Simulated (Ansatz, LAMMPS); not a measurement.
# Amorphous 79SiO2-21Al2O3 (mol %) (96 atoms): geometry optimisation

Wanted: the relaxed structure of amorphous 79SiO2-21Al2O3 (mol %) (96 atoms) and its electronic structure.

Main program and level: Ansatz 0.2.0; Kohn-Sham DFT, PBE, PAW (set soft_2), plane waves.

## Step 1: The starting structure

The cell holds 96 atoms: 22 Si, 12 Al and 62 O. Its edges and angles: a = 10.999 Å, b = 10.999 Å, c = 10.999 Å, α = 90.0°, β = 90.0°, γ = 90.0°. 96 atoms (22 Si, 12 Al, 62 O) placed at random at 2.41 g/cm³, melted at 5000 K for 10 ps at fixed volume with the Morse and Coulomb pair potential with partial charges (Pedone, Malavasi, Menziani, Cormack and Segre, J. Phys. Chem. B 110, 11780 (2006)). Quenched from 5000 K to 300 K at 50 K/ps and fixed volume, held 5 ps, then minimised at fixed cell.

What the set-up can't give: The quench rate of 50 K/ps far exceeds what a furnace or splat quench reaches, so expect more defects and frozen-in strain than in a real sample. The network of bonds at the start is that of the classical potential that made the cell. Only the Γ point is sampled in the main run, in a cell whose shortest periodic width is 11 Å.

## Step 2: How the cell was made

A classical potential makes the cell, at a small fraction of what the same run would cost in DFT.

This step: classical MD, Morse and Coulomb pair potential with partial charges (Pedone, Malavasi, Menziani, Cormack and Segre, J. Phys. Chem. B 110, 11780 (2006)) (LAMMPS 22 Jul 2025 - Update 4).

Input file in.lmp:

```
# melt-quench of Si22Al12O62
units metal
atom_style charge
boundary p p p
region box block 0 10.9994 0 10.9994 0 10.9994
create_box 3 box
mass 1 28.0850   # Si
mass 2 26.9815   # Al
mass 3 15.9990   # O
create_atoms 1 random 22 41489 NULL overlap 1.5 maxtry 2000
create_atoms 2 random 12 41496 NULL overlap 1.5 maxtry 2000
create_atoms 3 random 62 41503 NULL overlap 1.5 maxtry 2000
pair_style hybrid/overlay pedone 5.5 coul/long 8.0
pair_coeff * * coul/long
pair_coeff 1 3 pedone 0.340554 2.006700 2.100000 1   # Si-O
pair_coeff 2 3 pedone 0.361581 1.900442 2.164818 0.9   # Al-O
pair_coeff 3 3 pedone 0.042395 1.379316 3.618701 22   # O-O
set type 1 charge 2.4
set type 2 charge 1.8
set type 3 charge -1.2
kspace_style pppm 1.0e-4
neigh_modify delay 0 every 1 check yes
thermo_style custom step time temp pe press density
thermo_modify norm yes
timestep 0.002
thermo 100
min_style cg
minimize 1e-4 1e-4 200 2000
reset_timestep 0
velocity all create 5000 41490 mom yes dist gaussian
fix lim all nve/limit 0.05
fix lan all langevin 5000 5000 0.2 41491 zero yes
thermo 500
run 1000 post no
# [... 10 lines left out ...]
thermo 1250
fix md all nvt temp 300 300 0.2
run 2500 post no
unfix md
thermo 100
min_style cg
minimize 0 1e-3 2000 20000
write_dump all custom glass.dump id type xs ys zs modify sort id
```

Launch:

```
$ lmp -in in.lmp -log none -nocite
```

Numbers of over 12 decimals in the logs are rounded to 6 here.

Output:

```text
LAMMPS (22 Jul 2025 - Update 4)
Created orthogonal box = (0 0 0) to (10.9994 10.9994 10.9994)
Created 22 atoms
Created 12 atoms
Created 62 atoms
PPPM initialization ...
  G vector (1/distance) = 0.38160298
  grid = 12 12 12
  estimated relative force accuracy = 6.3919705e-05
   Step          Time           Temp          PotEng         Press         Density
         0   0              0             -2.0944991      568940.99      2.4127124
        81   0.162          0             -16.214915     -48321.322      2.4127124
Loop time of 0.0311138 s on 1 MPI rank(s) for 81 steps with 96 atoms
Minimization stats:
  Stopping criterion = energy tolerance
  Energy initial, next-to-last, final =
     -2.09449906315982  -16.2134979669111  -16.2149146491817
  Force two-norm initial, final = 333.7944 2.5543517
  Iterations, force evaluations = 81 95
   Step          Time           Temp          PotEng         Press         Density
[... 12 lines left out ...]
[... 1 line left out ...]
Loop time of 1.32601 s on 1 MPI rank(s) for 5000 steps with 96 atoms
   Step          Time           Temp          PotEng         Press         Density
[... 12 lines left out ...]
Loop time of 11.5088 s on 1 MPI rank(s) for 47000 steps with 96 atoms
   Step          Time           Temp          PotEng         Press         Density
[... 2 lines left out ...]
     55000   110            355.50303     -16.362371     -29999.509      2.4127124
     55500   111            325.81144     -16.356647     -33330.401      2.4127124
Loop time of 0.552159 s on 1 MPI rank(s) for 2500 steps with 96 atoms
   Step          Time           Temp          PotEng         Press         Density
     55500   111            325.81144     -16.356647     -33330.401      2.4127124
     55514   111.028        325.81144     -16.402139     -36756.259      2.4127124
Loop time of 0.0184119 s on 1 MPI rank(s) for 14 steps with 96 atoms
Minimization stats:
  Stopping criterion = linesearch alpha is zero
  Energy initial, next-to-last, final =
     -16.3566473266252  -16.4021393906841  -16.4021393906841
  Force two-norm initial, final = 14.316221 0.72292715
  Iterations, force evaluations = 14 63
```

It took 14 s on 1 thread of AMD EPYC 9B45 (Zen 5), shared host; peak memory 0.072 GiB.

## Step 3: Single point at the start

The forces at the start show how far the geometry lies from a minimum of this functional.

Input file input.yaml:

```yaml
crystal:
  lattice:
    - [10.9994, 0.0, 0.0]
    - [0.0, 10.9994, 0.0]
    - [0.0, 0.0, 10.9994]
  atoms:
    - { symbol: Si, position: [0.396, 0.26617, 0.57639] }
    - { symbol: Si, position: [0.39316, 0.6456, 0.44286] }
    - { symbol: Si, position: [0.64945, 0.189, 0.96628] }
    - { symbol: Si, position: [0.95438, 0.99927, 0.60754] }
    - { symbol: Si, position: [0.60964, 0.92194, 0.23873] }
    - { symbol: Si, position: [0.16835, 0.08993, 0.76352] }
    - { symbol: Si, position: [0.85076, 0.23136, 0.49954] }
    - { symbol: Si, position: [0.32095, 0.49192, 0.02558] }
    - { symbol: Si, position: [0.0471, 0.50119, 0.03926] }
    - { symbol: Si, position: [0.76246, 0.37209, 0.74136] }
    - { symbol: Si, position: [0.03558, 0.06911, 0.9975] }
    - { symbol: Si, position: [0.34328, 0.8933, 0.33623] }
    - { symbol: Si, position: [0.1335, 0.29493, 0.44148] }
    - { symbol: Si, position: [0.04896, 0.53925, 0.32532] }
    - { symbol: Si, position: [0.76814, 0.55389, 0.34921] }
    - { symbol: Si, position: [0.66382, 0.76857, 0.4772] }
    - { symbol: Si, position: [0.21021, 0.11222, 0.22598] }
    - { symbol: Si, position: [0.53064, 0.40208, 0.36647] }
    - { symbol: Si, position: [0.42282, 0.77441, 0.78897] }
    - { symbol: Si, position: [0.97614, 0.82759, 0.09517] }
    - { symbol: Si, position: [0.38478, 0.98603, 0.61336] }
    - { symbol: Si, position: [0.94924, 0.58804, 0.78666] }
    - { symbol: Al, position: [0.86424, 0.29037, 0.99052] }
    - { symbol: Al, position: [0.23139, 0.75055, 0.95826] }
    - { symbol: Al, position: [0.69721, 0.2071, 0.2421] }
    - { symbol: Al, position: [0.78123, 0.82773, 0.73714] }
    - { symbol: Al, position: [0.44303, 0.27533, 0.13734] }
    - { symbol: Al, position: [0.02284, 0.81279, 0.38613] }
    - { symbol: Al, position: [0.66696, 0.64411, 0.83062] }
    - { symbol: Al, position: [0.27426, 0.3655, 0.79865] }
    - { symbol: Al, position: [0.72246, 0.68924, 0.09111] }
    - { symbol: Al, position: [0.19861, 0.62451, 0.67608] }
    - { symbol: Al, position: [0.59405, 0.89796, 0.96039] }
    - { symbol: Al, position: [0.48853, 0.48028, 0.77496] }
    - { symbol: O, position: [0.27618, 0.73274, 0.80023] }
    - { symbol: O, position: [0.98254, 0.83787, 0.24117] }
    - { symbol: O, position: [0.9588, 0.18084, 0.94836] }
    - { symbol: O, position: [0.72445, 0.61323, 0.22471] }
    - { symbol: O, position: [0.30533, 0.63313, 0.02374] }
    - { symbol: O, position: [0.66187, 0.46059, 0.38754] }
    - { symbol: O, position: [0.44513, 0.84133, 0.91807] }
    - { symbol: O, position: [0.05642, 0.08566, 0.67058] }
    - { symbol: O, position: [0.01813, 0.58371, 0.91825] }
    - { symbol: O, position: [0.06778, 0.55141, 0.1767] }
    - { symbol: O, position: [0.26584, 0.00607, 0.69477] }
    - { symbol: O, position: [0.76264, 0.6634, 0.44728] }
    - { symbol: O, position: [0.44583, 0.873, 0.6858] }
    - { symbol: O, position: [0.50135, 0.64751, 0.77657] }
    - { symbol: O, position: [0.52811, 0.70613, 0.47723] }
    - { symbol: O, position: [0.10953, 0.7975, 0.03504] }
    - { symbol: O, position: [0.85819, 0.09265, 0.54794] }
    - { symbol: O, position: [0.70066, 0.82116, 0.60318] }
    - { symbol: O, position: [0.12836, 0.03027, 0.89067] }
    - { symbol: O, position: [0.41709, 0.35896, 0.69088] }
    - { symbol: O, position: [0.38639, 0.45129, 0.89588] }
    - { symbol: O, position: [0.66006, 0.60506, 0.97619] }
    - { symbol: O, position: [0.18037, 0.4395, 0.00477] }
    - { symbol: O, position: [0.90387, 0.50505, 0.34096] }
    - { symbol: O, position: [0.11524, 0.10679, 0.11589] }
    - { symbol: O, position: [0.88378, 0.44939, 0.77439] }
    - { symbol: O, position: [0.38188, 0.41918, 0.1288] }
    - { symbol: O, position: [0.33677, 0.17118, 0.18212] }
    - { symbol: O, position: [0.86756, 0.73922, 0.06148] }
    - { symbol: O, position: [0.64708, 0.46594, 0.75389] }
    - { symbol: O, position: [0.43275, 0.12701, 0.6085] }
    - { symbol: O, position: [0.99452, 0.27538, 0.48985] }
    - { symbol: O, position: [0.36315, 0.9461, 0.47466] }
    - { symbol: O, position: [0.3306, 0.74842, 0.35591] }
    - { symbol: O, position: [0.4807, 0.31422, 0.47032] }
    - { symbol: O, position: [0.20677, 0.48285, 0.73644] }
    - { symbol: O, position: [0.63521, 0.05007, 0.94251] }
    - { symbol: O, position: [0.5576, 0.304, 0.25258] }
    - { symbol: O, position: [0.43513, 0.51807, 0.37899] }
    - { symbol: O, position: [0.78612, 0.23239, 0.36845] }
    - { symbol: O, position: [0.00589, 0.91105, 0.50104] }
    - { symbol: O, position: [0.06538, 0.66599, 0.39223] }
    - { symbol: O, position: [0.25286, 0.27626, 0.53185] }
    - { symbol: O, position: [0.23665, 0.97342, 0.27847] }
    [... 12 atom lines left out ...]
    - { symbol: O, position: [0.73347, 0.27632, 0.86256] }
    - { symbol: O, position: [0.94807, 0.96134, 0.03851] }
    - { symbol: O, position: [0.74496, 0.23079, 0.0818] }
    - { symbol: O, position: [0.64889, 0.05885, 0.22596] }
    - { symbol: O, position: [0.31146, 0.63324, 0.56309] }
    - { symbol: O, position: [0.89638, 0.92195, 0.7153] }
kpoints:
  mp_grid: { grid: [1, 1, 1] }
hamiltonian:
  xc: pbe
scf:
  occupations: { method: fermi_dirac, width: 0.025 }
output:
  forces: true
```

Launch:

```
$ ansatz run input.yaml --threads 4 --pin off --max-ram 8192MiB --backend cpu --events-out ev --progress --plain --runs-dir out
```

Output:

```text
Engine: ansatz 0.2.0, x86_64-unknown-linux-gnu
Pseudopotentials: kind: paw
Pseudopotential: Si, paw, valence charge 4, recommended cutoff 420 eV (normal), Si.paw.azcp
Pseudopotential: Al, paw, valence charge 3, recommended cutoff 420 eV (normal), Al.paw.azcp
Pseudopotential: O, paw, valence charge 6, recommended cutoff 420 eV (normal), O.paw.azcp
Functional definition: PBE
  parameter kappa = 0.804
  parameter beta = 0.066725
  exchange = pbe_x(kappa = kappa, mu = beta*pi^2/3)
  correlation = pbe_c(beta = beta)
Crystal: 96 atoms, lattice volume = 1330.782 Å³
Basis set: ecut = 420 eV, 25821 PW (Γ), exchange–correlation on 150×150×150 points (8 copies of the dense FFT grid, shifted against one another)
Bands: 344, of which v1, the nominal top of the filled ones, is band 248 counted from 1 (247 counted from 0)
Symmetry: 1 space group operations
Space group: P1 (ITA 1), of the structure as read, at distance tolerance 1.1e-4 Å
k-points: 1
Non-local potential: Si, projectors of the file, l = 0: 2, l = 1: 2, l = 2: 2
Non-local potential: Al, projectors of the file, l = 0: 2, l = 1: 2, l = 2: 1
Non-local potential: O, projectors of the file, l = 0: 2, l = 1: 2, l = 2: 1
PAW form: soft (Blöchl's): semilocal exchange-correlation on the pseudo side does not see the compensation charge
PAW one-centre angular grid: Si, 110 points (default); XC on 64 Gauss nodes
PAW one-centre angular grid: Al, 110 points (default); XC on 64 Gauss nodes
PAW one-centre angular grid: O, 110 points (default); XC on 64 Gauss nodes
Initial density: superposition of atomic densities (neutral atoms: chi_scale 0, normalization atom), corrected by the library's trained network
Initial wavefunctions: pseudopotential atomic-orbital guess
Functional: x = pbe(κ = 0.804, μ = 0.219515), c = pbe(β = 0.066725)
SCF iter   1: F=—  HF=-55723.025230 eV  |F-HF|=—  |Δ(HF+E_count)|=         —  Δρ=2.21e-3  dr2=1.33e-1  ethr=1.77e-3  ⟨swp⟩=6.0  Hψ=1644  notcnv=0  defer=46
preconditioner: auto → Resta (q_TF=auto, 2.314 Å⁻¹)  ε∞=3.0  [insulator: Δε(μ)=3.895 eV  Ē_g=15.925 eV  σ=0.025 eV  W_gap=1.00  n_scr=256 (ndim 8)  ℏωp=22.7 eV  f_vac=0.174  D(μ)=0.00/eV (n_scr^D=0)  ε∞_Penn≈3.0]
SCF iter   2: F=—  HF=-55723.013159 eV  |F-HF|=—  |Δ(HF+E_count)|=   1.21e-2  Δρ=1.13e-3  dr2=3.52e-2  ethr=2.68e-5  ⟨swp⟩=2.0  Hψ=536  notcnv=0  defer=92
SCF iter   3: F=—  HF=-55723.010669 eV  |F-HF|=—  |Δ(HF+E_count)|=   2.49e-3  Δρ=6.31e-4  dr2=7.72e-3  ethr=7.11e-6  ⟨swp⟩=2.0  Hψ=443  notcnv=0  defer=35
automatic band count: iteration 3 solves 287 bands in place of 344: the levels show a gap, and the empty bands left out lie too high to hold charge; the band table lists the bands solved (type scf.n_extra_bands for more)
SCF iter   4: F=—  HF=-55723.009123 eV  |F-HF|=—  |Δ(HF+E_count)|=   1.55e-3  Δρ=2.06e-4  dr2=7.25e-4  ethr=1.56e-6  ⟨swp⟩=2.0  Hψ=460  notcnv=0  defer=35
SCF iter   5: F=—  HF=-55723.009102 eV  |F-HF|=—  |Δ(HF+E_count)|=   2.11e-5  Δρ=1.14e-4  dr2=1.42e-4  ethr=1.46e-7  ⟨swp⟩=2.0  Hψ=443  notcnv=0  defer=35
SCF iter   6: F=—  HF=-55723.009088 eV  |F-HF|=—  |Δ(HF+E_count)|=   1.32e-5  Δρ=3.39e-5  dr2=1.28e-5  ethr=2.86e-8  ⟨swp⟩=2.0  Hψ=497  notcnv=0  defer=35
SCF iter   7: F=—  HF=-55723.006969 eV  |F-HF|=—  |Δ(HF+E_count)|=   2.12e-3  Δρ=1.20e-5  dr2=1.81e-6  ethr=2.59e-9  ⟨swp⟩=2.0  Hψ=535  notcnv=0  defer=35
SCF iter   8: F=—  HF=-55723.006970 eV  |F-HF|=—  |Δ(HF+E_count)|=   1.29e-6  Δρ=7.29e-6  dr2=5.74e-7  ethr=3.65e-10  ⟨swp⟩=2.0  Hψ=460  notcnv=0  defer=35
SCF iter   9: F=-55723.006970 eV  HF=-55723.006970 eV  |F-HF|=5.40e-9  |Δ(HF+E_count)|=   2.33e-8  Δρ=1.80e-6  dr2=3.81e-8  ethr=2.02e-11  ⟨swp⟩=3.0  Hψ=1025  notcnv=0
SCF 1 converged in 9 iterations: F = -55723.006970 eV  dr2 = 3.81e-8
  greatest PAW one-centre occupation: 0.866 electrons in one spin orbital (limit 2), on the O atom at site 60 (counted from 0), in its partial waves of l = 0
SCF converged after 9 iterations
Free energy (F): -55723.006970 eV
Harris-Foulkes:  -55723.006970 eV  (|F-HF|=5.40e-9)
Internal energy: -55723.006970 eV  (E = F + TS)
E sigma→0 (E₀):  -55723.006970 eV
Fermi energy:    4.495526 eV
--- Per-component energies (eV) ---
  E_band       = -2336.496836
  E_kinetic    = 12360.345756
  E_local      = -34360.925663  (includes V_loc(G=0)·N_el)
  E_nonlocal   = 3626.747474
  E_hartree    = 12850.531665
  E_xc         = -6311.630292
  E_vxc        = -7274.260678  (∫ρ·V_xc dr)
  E_paw        = -26757.358127  (= ΣΔE_a)
  E_vpaw       = -2389.626223  (= ΣTr[D̂ρ^β])
  E_aug_tail   = 0.159309  (compensation charges beyond the density's cutoff)
  E_ewald      = -17130.877091
  E_smearing   = -0.000000  (= −TS)
  E_closure    = -0.000000  (closes the sum)
  Σ components = -55723.006970   (vs F -55723.006970, Δ=0.00e0)
--- Forces (eV/Å), atoms counted from 1 ---
  atom   1  Si    -1.42513048    -0.53354135    -0.60271651
  atom   2  Si     2.06646942     0.94779276     0.42075889
  atom   3  Si     0.45716942     0.57258510     0.38745580
  atom   4  Si     0.54306624     0.14056701    -0.01878230
  atom   5  Si    -0.40264249    -0.85069290     1.24686380
  atom   6  Si     0.06517216     0.50681690    -0.10699849
  atom   7  Si     1.31736867    -0.39878380     0.19759036
  atom   8  Si    -1.78753175    -0.02613394    -0.79968858
  atom   9  Si     0.79523735    -0.31728020    -0.07449283
  atom  10  Si     0.45537133     0.23338204     0.40137893
  atom  11  Si     0.53215438     0.21355960     0.36316411
  atom  12  Si     1.55168017     0.38107175     1.22489661
  atom  13  Si    -0.04565642    -0.51018326    -0.58486807
  atom  14  Si    -1.43839895    -0.30508215    -0.99973177
[...]
atom  95  O     -0.52577401     0.01567028     0.34472915
  atom  96  O      0.53984626     0.34232784     0.78762827
  max |Σ_I F_I| component: 1.06e-4 eV/Å
```

The job ended after 5 s (4 threads of AMD EPYC 9B45 (Zen 5), shared host; peak memory 1.6 GiB).

Numbers from this run:

* free energy: -55723.0070 eV
* free energy per atom: -580.4480 eV/atom
* SCF cycles: 9
* r.m.s. force component: 0.6352 eV/Å
* longest force: 2.494 eV/Å
* Fermi energy: 4.496 eV

The r.m.s. force component of 0.64 eV/Å sets the starting point.

Neighbours are counted within 2.12 Å (O-Si), 2.38 Å (O-Al).

Length of the force by element and coordination:

```
element  coordination  atoms  mean length of the force (eV/Å)  spread  least   most
     Al           all     12                            0.564   0.191  0.266  0.863
     Al             3      2                            0.629   0.191  0.438  0.821
     Al             4      9                            0.583   0.171  0.266  0.863
     Al             5      1                            0.266       0  0.266  0.266
      O           all     62                            0.939   0.410  0.136   1.83
      O             2     51                            0.960   0.418  0.136   1.83
      O             3     11                            0.843   0.355  0.240   1.54
     Si           all     22                             1.33   0.606  0.522   2.49
```

[end of part 1 of 4]

[Logs are printed without paths, hosts, clocks, repeated set-up lines and the standing remarks that a program may print on its own settings, such as how far it seeks lower states.]

[Hosts, paths, dates, database ids (printed as entryN), source tags and the programs' standing remarks are cut or masked in the printed files.]
